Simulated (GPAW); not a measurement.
## How MoS2 absorbs and reflects light

Wanted: where MoS2 starts to absorb, how strongly, and its refractive index. The cell comes from an older database entry, whose edges can differ from later determinations, mostly by under a per cent.

Main program and level: GPAW 26.7.0; DFT, PBE, plane-wave PAW (GPAW data sets), scalar-relativistic, RPA, optical limit.

The database entry behind the starting cell differs from later determinations by our own check (about 0.3 % long), so it need not match the best structure at ambient conditions.

### Step 1. The starting structure

It takes space group P6_3/mmc (No. 194, hexagonal). Conventional cell: a = 3.169 Å, b = 3.169 Å, c = 12.324 Å, α = 90.00°, β = 90.00°, γ = 120.00°. Nearest to Mo lie 6 S at 2.41 Å. Nearest to S lie 3 Mo at 2.41 Å. Farther neighbours and most contacts between anions are not listed.

### Step 2. Ground state

The self-consistent density comes first; it also tells whether there is a gap, which decides the occupations and the need for a Drude term.

This step: DFT, PBE, plane-wave PAW (GPAW data sets), scalar-relativistic, ground state (GPAW 26.7.0).

gs.py

```python
from ase import Atoms
from ase.dft.bandgap import bandgap
from gpaw import GPAW, PW, FermiDirac

atoms = Atoms(['Mo', 'Mo', 'S', 'S', 'S', 'S'],
              cell=[[3.169000000000, 0.000000000000, 0.000000000000],
                    [-1.584500000000, 2.744434504600, 0.000000000000],
                    [0.000000000000, 0.000000000000, 12.324000000000]],
              scaled_positions=[[0.666666666700, 0.333333333300, 0.750000000000],
                                [0.333333333300, 0.666666666700, 0.250000000000],
                                [0.666666666700, 0.333333333300, 0.377000000000],
                                [0.333333333300, 0.666666666700, 0.877000000000],
                                [0.666666666700, 0.333333333300, 0.123000000000],
                                [0.333333333300, 0.666666666700, 0.623000000000]],
              pbc=[True, True, True])
atoms.calc = GPAW(mode=PW(500), xc='PBE', kpts={'size': (9, 9, 2), 'gamma': True},
                  occupations=FermiDirac(0.05), maxiter=150, txt='gs.txt')
print('energy (eV)', atoms.get_potential_energy())
print('Fermi level (eV)', atoms.calc.get_fermi_level())
print('valence electrons', atoms.calc.get_number_of_electrons())
print('gap (eV)', bandgap(atoms.calc, output=None)[0])
print('direct gap (eV)', bandgap(atoms.calc, direct=True, output=None)[0])
atoms.calc.write('gs.gpw')
```

Run with:

```bash
$ OMP_NUM_THREADS=1 python gs.py
```

Numbers of over 12 decimals in the logs are rounded to 6 here.

What it wrote:

```text
__  _  _
 | _ |_)|_||  |
 |__||  | ||/\| - 26.7.0

Versions:
  Python: 3.12.14
  ASE:    3.29.0
  Numpy:  2.5.5
  Scipy:  1.18.1
  Libxc:  7.0.0

Input parameters:
  mode=PW(ecut=500.0),
  kpts=MonkhorstPack(size=(9, 9, 2), gamma=True),
  maxiter=150,
  occupations=Occupations(name='fermi-dirac', width=0.05, fixmagmom=False),
  xc=XC(name='PBE')

Diagonalizing LCAO Hamiltonian
Converting LCAO to pw mode

        S

           Mo
        S

           S
        Mo

           S

Atoms  # Å, Bohr magnetons
|   | symbol |         x |        y |         z |    initial magnetic moments |
| 0 |     Mo |  1.584500 | 0.914812 |  9.243000 | ( 0.0000,  0.0000,  0.0000) |
| 1 |     Mo | -0.000000 | 1.829623 |  3.081000 | ( 0.0000,  0.0000,  0.0000) |
| 2 |      S |  1.584500 | 0.914812 |  4.646148 | ( 0.0000,  0.0000,  0.0000) |
| 3 |      S | -0.000000 | 1.829623 | 10.808148 | ( 0.0000,  0.0000,  0.0000) |
| 4 |      S |  1.584500 | 0.914812 |  1.515852 | ( 0.0000,  0.0000,  0.0000) |
| 5 |      S | -0.000000 | 1.829623 |  7.677852 | ( 0.0000,  0.0000,  0.0000) |

Unit cell  # Å
| periodic |         x |        y |         z |   lengths |     angles |
|      yes |  3.169000 | 0.000000 |  0.000000 |  3.169000 |  90.000000 |
|      yes | -1.584500 | 2.744435 |  0.000000 |  3.169000 |  90.000000 |
|      yes |  0.000000 | 0.000000 | 12.324000 | 12.324000 | 120.000000 |

Number of symmetries: 12
Symmetry operations  # r_c * U_cc + t_c -> r_c
|    | kind |            matrix            |
|  0 |  σ   |  1, 1, 0,  0,-1, 0,  0, 0, 1 |
|  1 |  S6  |  1, 1, 0, -1, 0, 0,  0, 0,-1 |
|  2 |  E   |  1, 0, 0,  0, 1, 0,  0, 0, 1 |
|  3 |  C2  |  1, 0, 0, -1,-1, 0,  0, 0,-1 |
|  4 |  C2  |  0, 1, 0,  1, 0, 0,  0, 0,-1 |
|  5 |  C3  |  0, 1, 0, -1,-1, 0,  0, 0, 1 |
|  6 |  S6  |  0,-1, 0,  1, 1, 0,  0, 0,-1 |
|  7 |  σ   |  0,-1, 0, -1, 0, 0,  0, 0, 1 |
|  8 |  σ   | -1, 0, 0,  1, 1, 0,  0, 0, 1 |
|  9 |  i   | -1, 0, 0,  0,-1, 0,  0, 0,-1 |
| 10 |  C3  | -1,-1, 0,  1, 0, 0,  0, 0, 1 |
| 11 |  C2  | -1,-1, 0,  0, 1, 0,  0, 0,-1 |

BZ-sampling:
  Number of BZ points: 162
  Number of IBZ points: 24

  Monkhorst-Pack size: [9, 9, 2]
  Monkhorst-Pack shift: [0.0, 0.0, 0.25]

K-points  # in reciprocal-cell coordinates
|     |                                coordinates |     weight |
|   0 | (  0.00000000,   0.00000000,   0.00000000) | 0.00617284 |
|   1 | (  0.00000000,   0.00000000,   0.50000000) | 0.00617284 |
|   2 | (  0.11111111,   0.00000000,   0.00000000) | 0.03703704 |
|   3 | (  0.11111111,   0.00000000,   0.50000000) | 0.03703704 |
|   4 | (  0.22222222,  -0.11111111,   0.00000000) | 0.03703704 |
|   5 | (  0.22222222,  -0.11111111,   0.50000000) | 0.03703704 |
|   6 | (  0.22222222,   0.00000000,   0.00000000) | 0.03703704 |
|   7 | (  0.22222222,   0.00000000,   0.50000000) | 0.03703704 |
|   8 | (  0.33333333,  -0.11111111,   0.00000000) | 0.07407407 |
|   9 | (  0.33333333,  -0.11111111,   0.50000000) | 0.07407407 |
| ... |                                            |            |
|  23 | (  0.44444444,   0.44444444,   0.50000000) | 0.03703704 |

Plane wave coefficients: 2739
Cutoff: 500.0 eV

Spin-components: 1 (collinear spins)
Bands:           36
Projectors:      32
Spin-degeneracy: 2
Datatype:        complex128

Parallelization:
  kpt:    1
  domain: 1
  band:   1

Density:
  Valence electrons: 52.0
  Components: 1
  Grid points: [18 18 64]
  Charge: 0.0  # |e|

Potential:
  Grid points: [18 18 64]

species:
  Mo:
    name:    Molybdenum
    id:
    Z:       42.0
    valence: 14
    core:    28
    charge:  0.0  # [|e|]
    compensation charges:
      type: gauss
      rc: 0.38  # [Å]
      lmax: 2
    cutoffs:
      filter: 2.16  # [Å]
      core: 1.42  # [Å]
    projectors
    | kind |    occ | energy [eV] | rcut [Å] |
    |   4s |  2.000 |     -64.307 |    1.238 |
    |   5s |  1.000 |      -4.084 |    1.238 |
    |   4p |  6.000 |     -38.491 |    1.296 |
    |   5p |  0.000 |      -1.044 |    1.296 |
    |   4d |  5.000 |      -3.754 |    1.296 |
    |    d |        |      23.458 |    1.296 |

    Using partial waves for Mo as LCAO basis

  S:
    name:    Sulfur
    id:
    Z:       16.0
    valence: 6
    core:    10
    charge:  0.0  # [|e|]
    compensation charges:
      type: gauss
      rc: 0.24  # [Å]
      lmax: 2
    cutoffs:
      filter: 1.77  # [Å]
      core: 1.66  # [Å]
    projectors
    | kind |    occ | energy [eV] | rcut [Å] |
    |   3s |  2.000 |     -17.254 |    0.974 |
    |   3p |  4.000 |      -7.008 |    0.979 |
    |    s |        |       9.957 |    0.974 |
    |    p |        |      20.203 |    0.979 |
    |    d |        |       0.000 |    0.900 |

    Using partial waves for S as LCAO basis

Reference energy: -263698.624853  # eV

eigensolver:
  PPCG
  Converge bands: occupied
  niter=2

density mixing:
  MSR1-Mixer
  Pratt-step length: 0.05
  Maximum mixing coefficient: 0.75
  Old densities: 10
  SVD Regularization: 0.005
  Good broyden scale: 1.0
  Trust region scale: 1.0
  Backstep threshold: 4.0
  History deletion threshold: 6.0
  Fourier metric: weight=20.0, sigma=0.015

occupation numbers:
  Fermi-Dirac:
    width: 0.0500  # eV

poisson solver:
  ecut: 4000.0  # eV

xc functional:
  name: PBE with 2 nearest neighbor stencil

convergence criteria:
- Maximum [total energy] change in last 3 cyles: 0.0005 eV / valence electron
- Maximum integral of absolute [dens]ity change: 0.0001 electrons / valence electron
- Maximum integral of absolute [eigenst]ate change: 4e-08 eV^2 / valence electron
maximum number of iterations: 150

SCF iterations
|iter     |      energy | eigst |  dens |
|iter:   1||  -47.341482 | +0.39 |       |
|iter:   2||  -46.310710 | -1.23 | -0.97 |
|iter:   3||  -44.209510 | -0.96 | -1.05 |
|iter:   4||  -44.133161 | -1.83 | -1.48 |
|iter:   5||  -44.141505 | -2.70 | -1.80 |
|iter:   6||  -44.133506c| -3.19 | -2.25 |
|iter:   7||  -44.133496c| -4.69 | -3.18 |
|iter:   8||  -44.133502c| -5.89 | -3.62 |
|iter:   9||  -44.133502c| -6.99 | -4.31c|
|iter:  10||  -44.133502c| -7.67c| -4.85c|

Converged in 10 steps
SCF loop duration: 44.916 s (4.492 s/step)
Energy contributions relative to reference atoms: (reference = -263698.624853)

Energy contributions:
  Kinetic:          -0.991731
  Coulomb:         -11.234929
  Zero:             -0.288085
  External:          0.000000
  Xc:              -31.618755
  Entropy:          -0.000004
  Spinorbit:         0.000000
  ----------------------------
  Free energy:     -44.133504
  Extrapolated:    -44.133502

dipole moment: (0.000001, 0.000002, 0.000007)  # |e|*Ang

Fermi level: 8.579
Eigenvalues  # (at kpt = [0.000, 0.000, 0.000])
| band index |      eig [eV] | occ [0-2] |
|          0 |       -53.401 |     2.000 |
|        ... |               |           |
|         18 |         4.938 |     2.000 |
|         19 |         6.019 |     2.000 |
|         20 |         6.019 |     2.000 |
|         21 |         6.065 |     2.000 |
|         22 |         6.065 |     2.000 |
|         23 |         6.993 |     2.000 |
|         24 |         7.029 |     2.000 |
|         25 |         8.169 |     1.999 |
|         26 |        10.263 |     0.000 |
|         27 |        10.263 |     0.000 |
|         28 |        10.292 |     0.000 |
|         29 |        10.292 |     0.000 |
|         30 |        10.429 |     0.000 |
|         31 |        10.429 |     0.000 |
|         32 |        10.600 |     0.000 |
|         33 |        10.600 |     0.000 |
|        ... |               |           |
|         35 |        13.868 |     0.000 |

Gap: 0.955 eV
Transition (v -> c):
  (s=0, k=0, n=25, [0.00, 0.00, 0.00]) -> (s=0, k=8, n=26, [0.33, -0.11, 0.00])
Direct/indirect transitions are different
Direct gap: 1.637 eV
Transition at: (s=0, k=12, n=25, [0.33, 0.33, 0.00])

--- standard output ---
energy (eV) -44.133502
Fermi level (eV) 8.579494
valence electrons 52.0
gap (eV) 0.954876
direct gap (eV) 1.637357
```

Wall time 49 s (1 thread of Arm Neoverse V1, shared host); peak memory 0.21 GiB.

Numbers from this step:

```
energy                 : -44.13 eV
Fermi energy           : 8.579 eV
gap on the k-mesh      : 0.9549 eV
direct gap on the mesh : 1.637 eV
electrons              : 52
```

There is a gap, 0.95 eV on this mesh (points off the mesh can give less), so no carriers' term is needed.

### Step 3. Bands for the response

The response needs many more empty bands than the density does.

This step: DFT, PBE, plane-wave PAW (GPAW data sets), scalar-relativistic, bands at fixed density (GPAW 26.7.0).

nscf.py

```python
from ase.dft.bandgap import bandgap
from gpaw import GPAW, FermiDirac

calc = GPAW('gs.gpw').fixed_density(kpts={'size': (12, 12, 3), 'gamma': True}, nbands=80, convergence={'bands': 74},
                                    occupations=FermiDirac(0.001), txt='nscf.txt')
print('gap (eV)', bandgap(calc, output=None)[0])
print('direct gap (eV)', bandgap(calc, direct=True, output=None)[0])
print('top band over the Fermi level (eV)', min(calc.get_eigenvalues(kpt=k)[73] for k in range(len(calc.get_ibz_k_points()))) - calc.get_fermi_level())
calc.write('full.gpw', mode='all')
```

Run with:

```bash
$ OMP_NUM_THREADS=1 python nscf.py
```

What it wrote:

```text
Diagonalizing LCAO Hamiltonian
Converting LCAO to pw mode
convergence criteria:
- Maximum integral of absolute [eigenst]ate change: 4e-08 eV^2 / valence electron
maximum number of iterations: 150

SCF iterations
|iter     |      energy | eigst |  dens |
|iter:   1||             | +3.32 |       |
|iter:   2||             | +2.18 |       |
|iter:   3||             | +1.30 |       |
|iter:   4||             | +0.51 |       |
|iter:   5||             | -0.02 |       |
|iter:   6||             | -0.49 |       |
|iter:   7||             | -0.94 |       |
|iter:   8||             | -1.37 |       |
|iter:   9||             | -1.83 |       |
|iter:  10||             | -2.28 |       |
|iter:  11||             | -2.75 |       |
|iter:  12||             | -3.21 |       |
|iter:  13||             | -3.68 |       |
|iter:  14||             | -4.14 |       |
|iter:  15||             | -4.60 |       |
|iter:  16||             | -5.06 |       |
|iter:  17||             | -5.52 |       |
|iter:  18||             | -6.00 |       |
|iter:  19||             | -6.46 |       |
|iter:  20||             | -6.89 |       |
|iter:  21||             | -7.27 |       |
|iter:  22||             | -7.65c|       |
SCF steps: 22
  __  _  _
 | _ |_)|_||  |
 |__||  | ||/\| - 26.7.0

Versions:
  Python: 3.12.14
  ASE:    3.29.0
  Numpy:  2.5.5
  Scipy:  1.18.1
  Libxc:  7.0.0

Input parameters:
  mode=PW(ecut=500.0),
  convergence={'bands': 74},
  gpts=array([18, 18, 64]),
  kpts=MonkhorstPack(size=(12, 12, 3), gamma=True),
  maxiter=150,
  nbands=80,
  occupations=Occupations(name='fermi-dirac', width=0.001, fixmagmom=False),
  parallel={},
  xc=XC(name='PBE')

--- standard output ---
gap (eV) 0.880966
direct gap (eV) 1.637357
top band over the Fermi level (eV) 23.650377
```

The job ended after 7.3 min (1 thread; peak memory 0.39 GiB).

Numbers from this step:

* gap on the k-mesh: 0.8810 eV

### Step 4. Dielectric function, RPA

Transitions between filled and empty bands, summed over the zone, give the optical response, so mesh, band count and broadening shape it.

The induced potential is part of this response.

This step: DFT, PBE, plane-wave PAW (GPAW data sets), scalar-relativistic, RPA, optical limit (GPAW 26.7.0).

df.py

```python
from gpaw.response.df import DielectricFunction

df = DielectricFunction('full.gpw', frequencies={'type': 'nonlinear', 'domega0': 0.03, 'omega2': 8},
                        ecut=50,
                        eta=0.15,
                        nbands=74,
                        txt='df.txt')
for direction in ['x', 'z']:
    df.get_dielectric_function(xc='RPA', direction=direction, filename=f'df_{direction}.csv')
```

Run with:

```bash
$ OMP_NUM_THREADS=1 python df.py
```

What it wrote:

```text
Using integrator: PointIntegrator
NonLinearFrequencyDescriptor(from 0.000 to 88.070 eV, 529 points)
Nonperiodic BCs:  [False False False]
Using integrator: PointIntegrator
NonLinearFrequencyDescriptor(from 0.000 to 88.070 eV, 529 points)
Nonperiodic BCs:  [False False False]

Calculating chi0 body with:
    Ground state adapter containing:
    Number of spins: 1
    Number of kpoints: 432
    Number of irreducible kpoints: 50
    Number of completely occupied states: 26
    Number of partially occupied states: 26

    Linear response parametrization:
    q_c: [0.0, 0.0, 0.0]
    Number of frequency points: 529
    Planewave cutoff: 50.0
    Number of bands: 74
    Number of planewaves: 81
    Broadening (eta): 0.15

Integrating chi0 body.

Symmetries of q_c:
    Direct symmetries (Uq -> q): 12
    Indirect symmetries (TUq -> q): 0
In total 12 allowed symmetries.

50 groups of equivalent kpoints. 88.425926% reduction.

Integral kind: spectral function

Calculating chi0 optical extensions with:
    Ground state adapter containing:
    Number of spins: 1
    Number of kpoints: 432
    Number of irreducible kpoints: 50
    Number of completely occupied states: 26
    Number of partially occupied states: 26

    Linear response parametrization:
    Number of frequency points: 529
    Planewave cutoff: 50.0
    Number of bands: 74
    Number of planewaves: 81
    Broadening (eta): 0.15
Integrating chi0 head and wings.

Symmetries of q_c:
    Direct symmetries (Uq -> q): 12
    Indirect symmetries (TUq -> q): 0
In total 12 allowed symmetries.

50 groups of equivalent kpoints. 88.425926% reduction.

Integral kind: spectral function wings
```

Wall time 59 s (1 thread); peak memory 0.42 GiB.

Read-outs, printed or worked out from the files:

* electronic dielectric constant ε∞, mean over x, y and z (by symmetry where fewer were run): 11.12
* main peak of Im epsilon, first axis: 2.938 eV

Values under the direct gap are tails of Lorentzian lines. Table of Im ε by photon energy; read off at these points:

```csv
photon energy (eV),E ∥ x,E ∥ z
0.000,0,0
0.250,0.0913,0.0181
0.500,0.193,0.0377
0.750,0.321,0.0607
1.000,0.506,0.0903
1.250,0.833,0.132
1.500,1.71,0.199
1.750,3.62,0.324
2.000,5.67,0.638
2.250,10.1,1.79
2.500,15.4,4.39
2.750,20.5,4.49
2.938,21.6,3.57
3.000,21.5,3.45
3.250,17.5,3.57
3.500,13.8,2.87
3.750,13.4,2.76
4.000,14.4,3.17
4.250,13.8,2.67
4.500,12.1,2.57
4.750,11.2,2.34
5.000,9.62,2.28
5.250,9.61,2.46
5.500,9.03,2.52
5.750,7.52,2.46
6.000,6.61,2.82
6.250,5.91,2.72
6.500,5.63,2.54
6.750,4.97,2.82
7.000,4.48,3.10
7.250,4.16,3.50
7.500,3.66,3.95
7.750,3.38,4.12
8.000,2.59,3.32
8.250,2.08,3.28
8.500,1.94,2.95
8.750,2.16,3.25
9.000,2.44,4.13
9.250,3.04,5.46
9.500,2.91,6.90
9.617,3.22,7.19
9.750,3.64,6.94
10.000,3.83,6.95
10.250,3.84,6.90
10.500,4.00,6.48
10.591,4.07,6.06
10.750,3.91,5.52
11.000,3.84,5.60
11.250,3.99,5.68
11.500,3.34,5.42
11.750,2.80,5.32
12.000,2.84,4.49
12.250,2.65,3.83
12.500,2.34,3.64
12.750,2.32,3.26
13.000,2.40,2.98
13.250,2.16,2.30
13.500,1.79,1.92
13.750,1.80,1.84
```

(Part 1 of 2 ends here.)

[Machine, clock and banner lines and Python warnings are left out of the logs.]

[Logs are printed without paths, hosts, clocks, repeated set-up lines and the standing remarks that a program may print on its own settings, such as how far it seeks lower states.]

[Hosts, paths, dates, database ids (printed as entryN), source tags and the programs' standing remarks are cut or masked in the printed files.]
